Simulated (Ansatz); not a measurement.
# Random alloy of the diamond Si-C (dilute carbon) line, x = 0.0781 (64 atoms): relaxed cell and levels of theory

What does this cell relax to, and how do the Kohn-Sham gap, forces and pressure change with k-mesh and functional?

Calculated with Ansatz 0.2.0: Kohn-Sham DFT, PBE, PAW (set soft_2), plane waves; cutoff 420 eV, k-mesh 2×2×2, fermi-dirac smearing of 0.025 eV.

**The cell**

The cell holds 64 atoms: 59 Si and 5 C. Cell: a = 10.642 Å, b = 10.642 Å, c = 10.642 Å, α = 90.0°, β = 90.0°, γ = 90.0°. It derives from Si and C (diamond Si-C (dilute carbon)), repeated 2×2×2. Diamond Si-C (dilute carbon): 64 atoms, 5 of 64 Si sites given to C at random, cell and internal coordinates interpolated linearly between the end members (Vegard's rule); not relaxed, displaced by a Gaussian of 0.02 Å. Lattice constants are starting values near those of PBE.

Cell and atoms were relaxed with PBE. The walk converged after 10 steps, with a largest force component of 0.0235 eV/Å; it began at an r.m.s. force component of 0.92 eV/Å. The edges went from 10.642, 10.642, 10.642 to 10.603, 10.599, 10.583 Å, and the volume from 18.830 to 18.584 Å³ an atom (-1.3 %).

The input of the reference single point:

```yaml
crystal:
  lattice:
    - [10.60299, -0.00012, -0.00154]
    - [-0.00012, 10.59935, -0.00043]
    - [-0.00154, -0.00043, 10.58285]
  atoms:
    - { symbol: Si, position: [0.97933, 0.98532, 0.01875] }
    - { symbol: Si, position: [0.10666, 0.13053, 0.12642] }
    - { symbol: Si, position: [0.96958, 0.27651, 0.23173] }
    - { symbol: Si, position: [0.11897, 0.37517, 0.36842] }
    [... 58 atom lines left out ...]
    - { symbol: Si, position: [0.74696, 0.73253, 0.49316] }
    - { symbol: Si, position: [0.87323, 0.87014, 0.62134] }
kpoints:
  mp_grid: { grid: [2, 2, 2] }
hamiltonian:
  xc: pbe
scf:
  occupations: { method: fermi_dirac, width: 0.025 }
output:
  forces: true
  stress: true
  populations: true
  dos:
    method: { smearing: { sigma: 0.08 } }
    de: 0.05
    projected: { site_lists: { C: [C], Si: [Si] } }
  eigenvalues: true
  write_density: true
  write_potential: true
  volumetric_format: npy
```

**Bonds after relaxation**

Bonds by pair of elements; cutoffs follow the first minimum of g(r), held within bounds set by covalent radii, and pairs that aren't listed don't count as bonded:

```
pair A-B  cutoff (Å)  bonds  mean length (Å)  spread (Å)  shortest (Å)  B about A  A about B
   Si-Si        2.77    109             2.35       0.032           2.3       3.69       3.69
    Si-C        2.28     18             2.01       0.056          1.96      0.305        3.6
     C-C        1.85      1             1.72           0          1.72        0.4        0.4
```

How many atoms have how many bonded neighbours:

```
element  mean   4
      C     4   5
     Si     4  59
```

**Levels of theory**

Single points at the relaxed geometry:

```
functional  k-mesh  Kohn-Sham gap (eV)  pressure (GPa)  r.m.s. force component (eV/Å)  SCF cycles     time
       PBE   2×2×2               0.319           -0.01                          0.004           8     87 s
       PBE   1×1×1               0.319            0.80                          0.026           8    9.1 s
     HSE06   1×1×1               0.975           -1.10                          0.041          20  2.1 min
    r2SCAN   2×2×2               0.497           -1.41                          0.036           8  2.5 min
    PBEsol   2×2×2               0.237           -2.03                          0.028           8     83 s
```

The gap is that between the highest filled and lowest empty Kohn-Sham level on the run's k-points. Cutoffs: 420 eV for PBE, HSE06 and PBEsol; 500 eV for r2SCAN. Times come from shared hosts and are rough.

**Findings**

The Kohn-Sham gap is 0.32 eV with PBE on the 2×2×2 mesh. On the 1×1×1 mesh HSE06 changes the gap by +0.66 eV against PBE. Carrying that shift over to the 2×2×2 mesh gives 0.32 + 0.66 = 0.98 eV, an estimate that takes the shift to be alike at all k-points. On the reference's mesh the gap changes with r2SCAN by +0.18 eV and PBEsol by -0.08 eV. Against the reference the pressure changes with r2SCAN by -1.4 GPa and PBEsol by -2.0 GPa; a negative change means that the functional would take a smaller volume.

Limits: All single points share the geometry relaxed with PBE. One random arrangement of the atoms on their sites.

[Long decimals in the printed logs are rounded to 6 places.]

[Logs are printed without paths, hosts, clocks, repeated set-up lines and the standing remarks that a program may print on its own settings, such as how far it seeks lower states.]

[Hosts, paths, dates, database ids (printed as entryN), source tags and the programs' standing remarks are cut or masked in the printed files.]

[Runs of further levels or settings that didn't converge aren't in the tables.]
